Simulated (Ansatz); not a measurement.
# CdSe (Cadmoselite): band gap by G0W0 on PBE

Aim: the quasiparticle gap of CdSe (Cadmoselite), starting from PBE.

Main program and level: Ansatz 0.2.0; PBE, then G0W0 on it, plane waves, PAW.

The database entry behind the starting cell differs from later determinations by our own check (inner coordinate of an old entry), so it need not match the best structure at ambient conditions.

### 1. The starting structure

It takes space group P6_3mc (No. 186, hexagonal). The conventional cell has a = 4.300 Å, b = 4.300 Å, c = 7.020 Å, α = 90.00°, β = 90.00°, γ = 120.00°. Nearest to Cd lie 4 Se at 2.61 to 2.70 Å. Nearest to Se lie 4 Cd at 2.61 to 2.70 Å. Farther neighbours and most contacts between anions are not listed.

The cell and positions come from the Crystallography Open Database and are kept as given unless a step says otherwise.

### 2. Bands along the symmetry lines

Levels along a band path and on the mesh show where this functional puts the band edges.

This step: DFT, PBE, plane waves, PAW; PAW set soft_1.

File input.yaml:

```yaml
crystal:
  lattice:
    - [4.3, 0.0, 0.0]
    - [-2.15, 3.7239092363, 0.0]
    - [0.0, 0.0, 7.02]
  atoms:
    - { symbol: Cd, position: [0.3333333333, 0.6666666667, 0.0] }
    - { symbol: Cd, position: [0.6666666667, 0.3333333333, 0.5] }
    - { symbol: Se, position: [0.3333333333, 0.6666666667, 0.385] }
    - { symbol: Se, position: [0.6666666667, 0.3333333333, 0.885] }
kpoints:
  mp_grid: { grid: [6, 6, 4] }
  band_path:
    path:
      - [[0.0, 0.0, 0.0], [0.5, 0.0, 0.0], [0.33333333, 0.33333333, 0.0], [0.0, 0.0, 0.0], [0.0, 0.0, 0.5], [0.5, 0.0, 0.5], [0.33333333, 0.33333333, 0.5], [0.0, 0.0, 0.5]]
      - [[0.5, 0.0, 0.5], [0.5, 0.0, 0.0]]
      - [[0.33333333, 0.33333333, 0.5], [0.33333333, 0.33333333, 0.0]]
    npoints: 10
hamiltonian:
  xc: pbe
  pseudopotentials: { kind: paw, azcp: { folder: soft_1 } }
scf:
  occupations: { method: fermi_dirac, width: 0.02 }
  n_extra_bands: 5
output:
  eigenvalues: true
  write_density: true
  write_potential: true
  elf: true
  volumetric_format: npy
```

Started as:

```
> ansatz run input.yaml --threads 3 --pin off --max-ram 92160MiB --backend cuda --events-out ev --progress --plain --runs-dir out --devices 1 --max-vram 13GiB
```

Numbers of over 12 decimals in the logs are rounded to 6 here.

Output:

```text
scf.n_extra_bands = 5 over 36 filled bands (N_el = 72.0): the run solves 41 bands
GPUs: using 1 of 1 available (devices: 1).
Engine: ansatz 0.2.0, x86_64-unknown-linux-gnu
Pseudopotentials: kind: paw
Pseudopotential: Cd, paw, valence charge 20, recommended cutoff 420 eV (normal), soft_1/Cd.paw.azcp
Pseudopotential: Se, paw, valence charge 16, recommended cutoff 420 eV (normal), soft_1/Se.paw.azcp
Functional definition: PBE
  parameter kappa = 0.804
  parameter beta = 0.066725
  exchange = pbe_x(kappa = kappa, mu = beta*pi^2/3)
  correlation = pbe_c(beta = beta)
device memory: the entry about to start is reckoned to put 1.7 GiB on a device that reports 48.8 GiB free (of which the cap on the GPU budget leaves the run 13.0 GiB)
GPU FFT provider: cuFFT
GPU libraries: cuBLAS 13.8.2, cuFFT 12.4.0, cuSOLVER 12.3.4
Crystal: 4 atoms, lattice volume = 112.410 Å³
Basis set: ecut = 420 eV, 2189 PW (Γ)
Bands: 41, of which v1, the nominal top of the filled ones, is band 36 counted from 1 (35 counted from 0)
Symmetry: 12 space group operations
Space group: P63mc (ITA 186), of the structure as read, at distance tolerance 4.8e-5 Å
k-points: 21 of 144 (time reversal used)
Non-local potential: Cd, projectors of the file, l = 0: 3, l = 1: 2, l = 2: 2, l = 3: 1
Non-local potential: Se, projectors of the file, l = 0: 2, l = 1: 2, l = 2: 3, l = 3: 1
PAW form: soft (Blöchl's): semilocal exchange-correlation on the pseudo side does not see the compensation charge
PAW one-centre angular grid: Cd, 590 points (default); XC on 64 Gauss nodes
PAW one-centre angular grid: Se, 590 points (default); XC on 64 Gauss nodes
Initial density: superposition of atomic densities (chi_scale 0.1, normalization cell, long waves kept (reshape's long-wave potential 0.00 eV rms))
Initial wavefunctions: pseudopotential atomic-orbital guess
GPU buffer pool allocated for 43200 grid points (all kernels)
GPU transforms: local potential and band sums: pruned to the plane-wave sphere, on 30×30×48
Functional: x = pbe(κ = 0.804, μ = 0.219515), c = pbe(β = 0.066725)
SCF iter   1: F=—  HF=-27450.733709 eV  |F-HF|=—  |Δ(HF+E_count)|=         —  Δρ=5.07e-2  dr2=2.82e0  ethr=3.10e-3  ⟨swp⟩=6.2  Hψ=3010  notcnv=0
preconditioner: auto → Resta (q_TF=auto, 2.533 Å⁻¹)  ε∞=4.2  [insulator: Δε(μ)=0.377 eV  Ē_g=11.833 eV  σ=0.020 eV  W_gap=1.00  n_scr=34 (ndim 8)  ℏωp=21.0 eV  f_vac=0.159  D(μ)=0.00/eV (n_scr^D=0)  ε∞_Penn≈4.2]
SCF iter   2: F=—  HF=-27449.778111 eV  |F-HF|=—  |Δ(HF+E_count)|=   9.56e-1  Δρ=1.90e-2  dr2=3.05e-1  ethr=3.10e-3  ⟨swp⟩=3.0  Hψ=1539  notcnv=0
SCF iter   3: F=—  HF=-27449.677477 eV  |F-HF|=—  |Δ(HF+E_count)|=   1.01e-1  Δρ=8.05e-3  dr2=5.08e-2  ethr=4.24e-4  ⟨swp⟩=3.4  Hψ=1728  notcnv=0
SCF iter   4: F=—  HF=-27449.669290 eV  |F-HF|=—  |Δ(HF+E_count)|=   8.19e-3  Δρ=1.24e-3  dr2=4.03e-3  ethr=7.06e-5  ⟨swp⟩=2.8  Hψ=1593  notcnv=0
SCF iter   5: F=—  HF=-27449.670220 eV  |F-HF|=—  |Δ(HF+E_count)|=   9.30e-4  Δρ=6.51e-4  dr2=6.55e-4  ethr=5.60e-6  ⟨swp⟩=2.0  Hψ=1554  notcnv=0
SCF iter   6: F=—  HF=-27449.671033 eV  |F-HF|=—  |Δ(HF+E_count)|=   8.14e-4  Δρ=2.60e-4  dr2=1.29e-4  ethr=9.10e-7  ⟨swp⟩=2.0  Hψ=1547  notcnv=0
SCF iter   7: F=—  HF=-27449.670179 eV  |F-HF|=—  |Δ(HF+E_count)|=   8.54e-4  Δρ=5.49e-5  dr2=4.14e-6  ethr=1.79e-7  ⟨swp⟩=2.0  Hψ=1321  notcnv=0
SCF iter   8: F=—  HF=-27449.671468 eV  |F-HF|=—  |Δ(HF+E_count)|=   1.29e-3  Δρ=1.24e-5  dr2=2.21e-7  ethr=5.75e-9  ⟨swp⟩=2.0  Hψ=1465  notcnv=0
SCF iter   9: F=-27449.671468 eV  HF=-27449.671468 eV  |F-HF|=3.53e-8  |Δ(HF+E_count)|=   7.97e-7  Δρ=2.75e-6  dr2=1.33e-8  ethr=1.39e-10  ⟨swp⟩=5.3  Hψ=3266  notcnv=0
SCF 1 converged in 9 iterations: F = -27449.671468 eV  dr2 = 1.33e-8
  greatest PAW one-centre occupation: 1.000 electrons in one spin orbital (limit 2), on the Cd atom at site 1 (counted from 0), in its partial waves of l = 0
device memory: the entry about to start is reckoned to put 1.9 GiB on a device that reports 42.4 GiB free (of which the cap on the GPU budget leaves the run 13.0 GiB)
NSCF: frozen V_eff on 93 k-points
SCF converged after 9 iterations
Free energy (F): -27449.671468 eV
Harris-Foulkes:  -27449.671468 eV  (|F-HF|=3.53e-8)
Internal energy: -27449.671468 eV  (E = F + TS)
E sigma→0 (E₀):  -27449.671468 eV
Fermi energy:    7.656719 eV
--- Per-component energies (eV) ---
  E_band       = -1792.402879
  E_kinetic    = 1103.732892
  E_local      = -13274.847406  (includes V_loc(G=0)·N_el)
  E_nonlocal   = -468.706718
  E_hartree    = 6455.811088
  E_xc         = -484.368268
  E_vxc        = -574.271835  (∫ρ·V_xc dr)
  E_paw        = -12458.290223  (= ΣΔE_a)
  E_vpaw       = -1489.932081  (= ΣTr[D̂ρ^β])
  E_aug_tail   = -0.000065  (compensation charges beyond the density's cutoff)
  E_ewald      = -8323.002769
  E_smearing   = -0.000000  (= −TS)
  E_closure    = -0.000000  (closes the sum)
  Σ components = -27449.671468   (vs F -27449.671468, Δ=0.00e0)
--- Band table (eV; the first three rows and the last of 21) ---
  k-point 0: bands = [... 32 lower, 6.5808, 7.2851, 7.2968, 7.2968, 7.9978, 9.4180, 13.1860, 13.1860, ... 1 higher]
  k-point 1: bands = [... 32 lower, 6.6786, 6.6786, 7.1841, 7.1841, 9.0234, 9.5219, 12.9944, 13.2680, ... 1 higher]
  k-point 2: bands = [... 32 lower, 6.9240, 6.9240, 6.9240, 6.9240, 9.6348, 9.6348, 13.1167, 13.1167, ... 1 higher]
  k-point 20: bands = [... 32 lower, 4.8137, 4.8137, 6.2413, 6.2413, 11.0975, 11.0975, 13.2150, 13.2150, ... 1 higher]
```

Elapsed: 14 s, on 1 × NVIDIA H100 80GB HBM3 (shared by 6 runs) with 3 threads of AMD EPYC 7R13 (Zen 3), shared host; peak memory 0.92 GiB.

Numbers from this step:

```yaml
filled_bands: 36
gap: 0.7010 eV
valence_top_at: Γ
conduction_bottom_at: Γ
least_direct_gap: 0.7010 eV
```

Over mesh and path the gap is 0.701 eV, direct, at k = Γ.

Electronic bands along the path, in eV, zero at the top of the highest nominally filled band:

```csv
point,band 33,band 34,band 35,band 36,band 37,band 38,band 39,band 40
Γ,-0.72,-0.01,0.00,0.00,0.70,2.12,5.89,5.89
halfway,-2.17,-1.34,-0.44,-0.43,2.62,3.45,5.21,5.90
M,-2.56,-1.85,-1.24,-0.83,3.23,3.31,4.81,6.15
halfway,-2.65,-2.14,-1.40,-1.32,3.94,4.26,4.67,6.13
K,-3.06,-1.79,-1.79,-1.78,4.39,4.80,4.80,7.05
halfway,-2.48,-1.69,-0.76,-0.56,3.06,4.08,5.15,5.53
Γ,-0.72,-0.01,0.00,0.00,0.70,2.12,5.89,5.89
halfway,-0.62,-0.62,-0.11,-0.11,1.73,2.23,5.70,5.97
A,-0.37,-0.37,-0.37,-0.37,2.34,2.34,5.82,5.82
halfway,-1.34,-1.34,-0.91,-0.91,3.40,3.40,4.97,4.97
L,-1.38,-1.38,-1.29,-1.29,2.99,2.99,4.79,4.79
halfway,-2.02,-2.02,-1.12,-1.12,3.51,3.51,5.24,5.24
H,-2.48,-2.48,-1.06,-1.06,3.80,3.80,5.92,5.92
halfway,-1.37,-1.37,-1.21,-1.21,3.77,3.77,4.97,4.97
A,-0.37,-0.37,-0.37,-0.37,2.34,2.34,5.82,5.82
jump to L,-1.38,-1.38,-1.29,-1.29,2.99,2.99,4.79,4.79
halfway,-2.09,-1.72,-1.06,-1.00,2.84,3.37,5.15,5.20
M,-2.56,-1.85,-1.24,-0.83,3.23,3.31,4.81,6.15
jump to H,-2.48,-2.48,-1.06,-1.06,3.80,3.80,5.92,5.92
halfway,-2.90,-2.01,-1.42,-1.42,4.32,4.32,4.85,6.39
K,-3.06,-1.79,-1.79,-1.78,4.39,4.80,4.80,7.05
```

ELF in the ac plane at fractional y = 0.333, with atoms of Cd and Se within 0.2 Å of it. It is the smooth field of the valence electrons, not physical close to the nuclei.

Ten even steps from '_' (0.02) to '@' (0.93), each cell a mean:
```
::......::++##%%##++**%%%%**
--......::**%%##==::--##%%##
==......--**%%##--__::**%%##
--..__..--**####**==++##%%##
--..____::++##%%%%%%%%%%##**
..______..--++####%%%%##**==
__________..::----------::..
__________..................
..............::------::....
..::::::....::--++##**==::..
::======--..::==##@@%%++::..
--++****==::::--**%%##==::..
==**##**++::..::======--::::
++**##**++--..::::--::::..::
++******++--::............::
==++++++==::..____....__..::
::------::..______________..
__........__________________
__......__________....______
..............--======--::..
..........::==**######**==::
..........--**##%%##%%%%##==
```
Columns run along a (4.3 Å), rows up along c (7.0 Å). Atoms in or near the plane, at fractional coordinates: Cd at (0.67, 0.50), Se at (0.67, 0.88).

Valence density in the ac plane at fractional y = 0.333, with atoms of Cd and Se within 0.2 Å of it. It is the smooth field of the valence electrons, not physical close to the nuclei.

Ten steps, logarithmic in the rise over the least value, from '0' (0 e/Å³) to '9' (44 e/Å³), each cell a mean:
```
00000012354211
00000113697421
00000113798421
00000012565310
00000011232210
00000001111100
00000000111000
00000000111100
00000002344210
00000014676520
00000025788631
00000014787521
00000013565310
00000001222100
00000000000000
00000000000000
00000000000000
00000000000000
00000000000000
00000000000000
00000000010000
00000001121110
```
Columns run along a (4.3 Å), rows up along c (7.0 Å). Atoms in or near the plane, at fractional coordinates: Cd at (0.67, 0.50), Se at (0.67, 0.88).

(Part 1 of 2 ends here.)

[Paths, hosts, dates, memory and timing lines, banners, echoed tables and standing remarks are left out of the program output.]

[Logs are printed without paths, hosts, clocks, repeated set-up lines and the standing remarks that a program may print on its own settings, such as how far it seeks lower states.]

[Runs of the session that timed out or met a known fault of the program may be left out.]

[Cells called generated may have been cut or substituted from an entry of the Crystallography Open Database or the Materials Project.]

[Hosts, paths, dates, database ids (printed as entryN), source tags and the programs' standing remarks are cut or masked in the printed files.]

[Where an RPA ε∞ is given, it is that of the G0W0 mesh and is not shown converged in it. Names of k-points follow the symmetry that the program found, which can be lower than the space group named. Band edges on a path are those of the sampled points; other points can move an edge, and change direct to indirect where valleys lie close.]

[Hybrid gaps are those of their k-mesh and are not shown converged in it.]
